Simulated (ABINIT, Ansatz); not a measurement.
# A GW run on BaTiO3 (P4mm) in ABINIT, with inputs changed, part 2 of 2

A base run on BaTiO3 (P4mm), then changed inputs.

ABINIT 10.8.3; PBE and many-body steps on it, plane waves. Known limits of the many-body steps: not at the basis limit; no spin-orbit coupling; coarse k mesh.

So far. Step 2 (Screening, 4×4×4 mesh, 140 bands, screening to 141.5 eV): Local fields lower ε∞ by 10 %. On a Γ-centred mesh this coarse the value itself is usually too large, while a short band sum pulls it down. Step 3 (Base): The gap on the mesh goes from 1.85 eV to 3.35 eV, a correction of +1.50 eV.

### Step 4. No symmetry in the self-energy

Level of this step: G0W0 on PBE, plane waves, norm-conserving pseudopotentials (ABINIT).

File run.abi:

```
acell 3*1.0 Angstrom
rprim 
  3.990480000000 0.000000000000 0.000000000000
  0.000000000000 3.990480000000 0.000000000000
  0.000000000000 0.000000000000 4.023030000000
ntypat 3
znucl 56 22 8
natom 5
typat 1 2 3 3 3
xred 
  0.000000000000 0.000000000000 0.000000000000
  0.500000000000 0.500000000000 0.522000000000
  0.500000000000 0.500000000000 0.979000000000
  0.500000000000 0.000000000000 0.488000000000
  0.000000000000 0.500000000000 0.488000000000
pp_dirpath "pseudos"
pseudos "Ba.upf, Ti.upf, O.upf"
ecut 38
ngkpt 4 4 4
nshiftk 1
shiftk 0 0 0
kptopt 1
chksymbreak 0
istwfk *1
occopt 1
irdwfk 1
optdriver 4
nband 140
gwcalctyp 0
ecutsigx 38
symsigma 0
nkptgw 2
kptgw 
  0.5000000000 0.5000000000 0.5000000000
  0.0000000000 0.0000000000 0.0000000000
bdgw 
  18 23
  19 23
ecuteps 5.2
irdscr 1
ppmodel 1
indata_prefix "in"
outdata_prefix "out"
tmpdata_prefix "tmp"
```

Started as:

```
$ OMP_NUM_THREADS=1 mpirun -n 4 abinit run.abi > log
```

The log of the run:

```text
.Version 10.8.3 of ABINIT. v10.8.2 released Aug 2026.

 Symmetries : space group P4 m m (# 99); Bravais tP (primitive tetrag.)
[... echo of the input left out ...]
== DATASET  1 ==================================================================
-   mpi_nproc: 4, omp_nthreads: 1 (-1 if OMP is not activated)

--- !DatasetInfo
iteration_state: {dtset: 1, }
dimensions: {natom: 5, nkpt: 18, mband: 140, nsppol: 1, nspinor: 1, nspden: 1, mpw: 4868, }
cutoff_energies: {ecut:  38.0, pawecutdg:  -1.0, }
electrons: {nelect:   4.00000000E+01, charge:   0.00000000E+00, occopt:   1.00000000E+00, tsmear:   1.00000000E-02, }

 SIGMA: Calculation of the GW corrections

 Based on a program developped by R.W. Godby, V. Olevano, G. Onida, and L. Reining.
 Incorporated in ABINIT by V. Olevano, G.-M. Rignanese, and M. Torrent.
.Using double precision arithmetic ; gwpc =  8

[... cell and pseudopotentials left out ...]
--------------------------------------------------------------------------------

 ==== K-mesh for the wavefunctions ====
 Number of points in the irreducible wedge :    18
[... list of points left out ...]
 Together with  8 symmetry operations and time-reversal symmetry
 yields    64 points in the full Brillouin Zone.

 ==== Q-mesh for screening function ====
 Number of points in the irreducible wedge :    18
[... list of points left out ...]
 Together with  8 symmetry operations and time-reversal symmetry
 yields    64 points in the full Brillouin Zone.

 vcoul_init : cutoff-mode = AUXILIARY_FUNCTION
 q-points for optical limit:   1
     1)      0.000010    0.000020    0.000030
 setmesh: FFT mesh size selected  =    45x   45x   45
          total number of points  =        91125

 Number of electrons calculated from density =   40.0000; Expected =   40.0000
[...]
number of omega for Sigma on real axis              0
 max omega for Sigma on real axis  [eV]           0.00
 zcut for avoiding poles [eV]                     0.10

 EPSILON^-1 parameters (SCR file):
 dimension of the eps^-1 matrix on file            251
 dimension of the eps^-1 matrix used               251
 number of plane-waves for wavefunctions          4865
 number of bands                                   140
 number of q-points in IBZ                          18
 number of frequencies                               2
 number of real frequencies                          1
 number of imag frequencies                          1

 matrix elements of self-energy operator (all in [eV])

 Perturbative Calculation

--- !SelfEnergy_ee
iteration_state: {dtset: 1, }
kpoint     : [   0.500,    0.500,    0.500, ]
spin       : 1
KS_gap     :    4.248
QP_gap     :    6.080
Delta_QP_KS:    1.832
data: !SigmaeeData |
     Band     E0 <VxcDFT>   SigX SigC(E0)      Z dSigC/dE  Sig(E)    E-E0       E
       18   6.542 -19.963 -24.993   4.955   0.766  -0.306 -20.021  -0.057   6.484
       19   6.542 -19.963 -24.993   4.955   0.766  -0.306 -20.021  -0.057   6.484
       20   6.718 -20.008 -25.051   5.008   0.764  -0.309 -20.034  -0.027   6.691
[...]
--- !SelfEnergy_ee
iteration_state: {dtset: 1, }
kpoint     : [   0.000,    0.000,    0.000, ]
spin       : 1
KS_gap     :    2.222
QP_gap     :    3.741
Delta_QP_KS:    1.519
data: !SigmaeeData |
     Band     E0 <VxcDFT>   SigX SigC(E0)      Z dSigC/dE  Sig(E)    E-E0       E
[...]
22   8.936 -19.060 -12.059  -5.074   0.779  -0.284 -17.559   1.502  10.438
       23   8.936 -19.060 -12.059  -5.074   0.779  -0.284 -17.559   1.502  10.438

== END DATASET(S) ==============================================================
================================================================================

 -outvars: echo values of variables after computation  --------
           etotal      0.0000000000E+00
            nband         140
             nkpt          18
          spgroup          99
 [... the other variables as echoed above ...]

 Calculation completed.
```

It took 87 s on 4 MPI ranks of Arm Neoverse V1, shared host; peak memory 1.8 GiB; 5.8 min of CPU time.

This step gave:

- G0W0 gap on the points computed: 3.355 eV
- starting gap on the mesh: 1.851 eV
- k of the valence top: 0.5, 0.5, 0.5
- k of the conduction bottom: 0, 0, 0
- Z at the valence top: 0.764
- Z at the conduction bottom: 0.781
- least direct G0W0 gap on the computed points: 3.740 eV

Against G0W0 in ABINIT (4×4×4 mesh, 140 bands, screening to 141.5 eV, Godby-Needs plasmon pole), the gap moves by +0.000 eV.

### Step 5. Another k mesh than the file's

Edit run.abi of step 4 so:

```diff
@@ -18,3 +18,3 @@
 ecut 38
-ngkpt 4 4 4
+ngkpt 5 5 5
 nshiftk 1
@@ -30,3 +30,3 @@
 ecutsigx 38
-symsigma 0
+symsigma 1
 nkptgw 2
```

The log of the run:

```text
.Version 10.8.3 of ABINIT. v10.8.2 released Aug 2026.

 Symmetries : space group P4 m m (# 99); Bravais tP (primitive tetrag.)
================================================================================
 Values of the parameters that define the memory need of the present run
     intxc =       0    ionmov =       0      iscf =       7    lmnmax =       6
     lnmax =       6     mgfft =      45  mpssoang =       3    mqgrid =    3001
     natom =       5  nloc_mem =       1    nspden =       1   nspinor =       1
    nsppol =       1      nsym =       8    n1xccc =    2501    ntypat =       3
    occopt =       1   xclevel =       2
-    mband =         140        mffmem =           1         mkmem =           5
       mpw =        4865          nfft =       91125          nkpt =          18
================================================================================
  Rough estimation (10% accuracy) of disk space for files :
================================================================================

--------------------------------------------------------------------------------
------------- Echo of variables that govern the present computation ------------
--------------------------------------------------------------------------------
 -outvars: echo values of preprocessed input variables --------
            acell      1.8897261259E+00  1.8897261259E+00  1.8897261259E+00 Bohr

             bdgw          18      23      19      23
      chksymbreak           0
             ecut      3.80000000E+01 Hartree
          ecuteps      5.20000000E+00 Hartree
         ecutsigx      3.80000000E+01 Hartree
          ecutwfn      3.80000000E+01 Hartree
-          fftalg         312
           irdscr           1
           irdwfk           1

[...]
R(1)=  7.5409143  0.0000000  0.0000000  G(1)=  0.1326099  0.0000000  0.0000000
 R(2)=  0.0000000  7.5409143  0.0000000  G(2)=  0.0000000  0.1326099  0.0000000
 R(3)=  0.0000000  0.0000000  7.6024249  G(3)=  0.0000000  0.0000000  0.1315370
 Unit cell volume ucvol=  4.3231485E+02 bohr^3
 Angles (23,13,12)=  9.00000000E+01  9.00000000E+01  9.00000000E+01 degrees

--- Pseudopotential description ------------------------------------------------
- Ba Generated using ONCVPSP code by D. R. Hamann
- 56.00000  10.00000  171031                  znucl, zion, pspdat
12 -101130 2 -1 1958                          pspcod,pspxc,lmax,lloc,mmax
     nproj     2     2     2
  pspatm : epsatm=   26.75150155
         --- l  ekb(1:nproj) -->
[...]
pspatm: atomic psp has been read  and splines computed

- Ti Generated using ONCVPSP code by D. R. Hamann
- 22.00000  12.00000  171031                  znucl, zion, pspdat
12 -101130 2 -1 1586                          pspcod,pspxc,lmax,lloc,mmax
     nproj     2     2     2
  pspatm : epsatm=   14.68144553
         --- l  ekb(1:nproj) -->
[...]
pspatm: atomic psp has been read  and splines computed

- O Generated using ONCVPSP code by D. R. Hamann
-  8.00000   6.00000  171031                  znucl, zion, pspdat
12 -101130 2 -1 936                           pspcod,pspxc,lmax,lloc,mmax
     nproj     2     2     1
  pspatm : epsatm=    6.19545534
         --- l  ekb(1:nproj) -->
             0    6.056735    0.824024
             1   -4.717130   -1.149271
             2   -1.331955
 pspatm: atomic psp has been read  and splines computed

   2.40077252E+03                                ecore*ucvol(ha*bohr**3)
--------------------------------------------------------------------------------

--- !ERROR
message: |
    hdr%kptrlatt_orig: [4, 0, 0, 0, 4, 0, 0, 0, 4]
    dtset%kptrlatt_orig: [5, 0, 0, 0, 5, 0, 0, 0, 5]

--- !ERROR
message: |
    hdr%kptrlatt_orig: [4, 0, 0, 0, 4, 0, 0, 0, 4]
    dtset%kptrlatt_orig: [5, 0, 0, 0, 5, 0, 0, 0, 5]

--- from the log ---
hdr%kptrlatt_orig: [4, 0, 0, 0, 4, 0, 0, 0, 4]
    dtset%kptrlatt_orig: [5, 0, 0, 0, 5, 0, 0, 0, 5]
```

Run time: 3 s. Hardware: 4 MPI ranks; peak memory 0.19 GiB.

The run stopped with an error after 3 s.

The program's words: hdr%kptrlatt_orig: [4, 0, 0, 0, 4, 0, 0, 0, 4] dtset%kptrlatt_orig: [5, 0, 0, 0, 5, 0, 0, 0, 5]

The fault put into this input: another k mesh than the file's.

### Step 6. Side by side

Times are wall times on 4 MPI ranks of Arm Neoverse V1, shared host, good to a factor of about two. A run's time includes the screening step that it read.

| run | mesh | bands | screening cutoff (eV) | DFT gap (eV) | gap on the mesh (eV) | direct (eV) | ε∞ used | time |
| --- | --- | --- | --- | --- | --- | --- | --- | --- |
| base | 4×4×4 | 140 | 141.5 | 1.851 | 3.355 | 3.740 | 5.80 | 4.7 min |
| no symmetry in the self-energy | 4×4×4 | 140 | 141.5 | 1.851 | 3.355 | 3.740 | 5.80 | 5.7 min |

### Step 7. What came out

```yaml
base: 3.355 eV
no_symmetry_in_the_self_energy: 3.355 eV
known_limits: not at the basis limit; no spin-orbit coupling; coarse k mesh
```

**Reading.** No symmetry in the self-energy: no change against base (keys changed: symsigma). Bands and cutoff are finite, so the gap is not at the basis limit. The miss can reach some tenths of an eV and take either sign; the mesh is an error of its own. In the G0W0 runs levels were corrected at 2 k points alone, so a gap called «on the mesh» is the least over those, and an edge elsewhere would be missed. The 4×4×4 mesh is coarse for this cell, which bears on the long-range parts of exchange and screening. The many-body steps are scalar-relativistic: spin-orbit coupling is not in them.

[Paths, hosts, dates, memory and timing lines, banners, echoed tables and standing remarks are left out of the program output.]

[Logs are printed without paths, hosts, clocks, repeated set-up lines and the standing remarks that a program may print on its own settings, such as how far it seeks lower states.]

[Runs of the session that timed out or met a known fault of the program may be left out.]

[Hosts, paths, dates, database ids (printed as entryN), source tags and the programs' standing remarks are cut or masked in the printed files.]

[G0W0 gaps are taken among the corrected bands and points alone; a level outside them can change the order at an edge.]

[Where Ansatz stands beside ABINIT at settings called matched, ABINIT's density can come from a denser mesh and the files from another edition; pairs whose starting gaps differed by over 0.03 eV were left out, so agreement reads better than it is.]
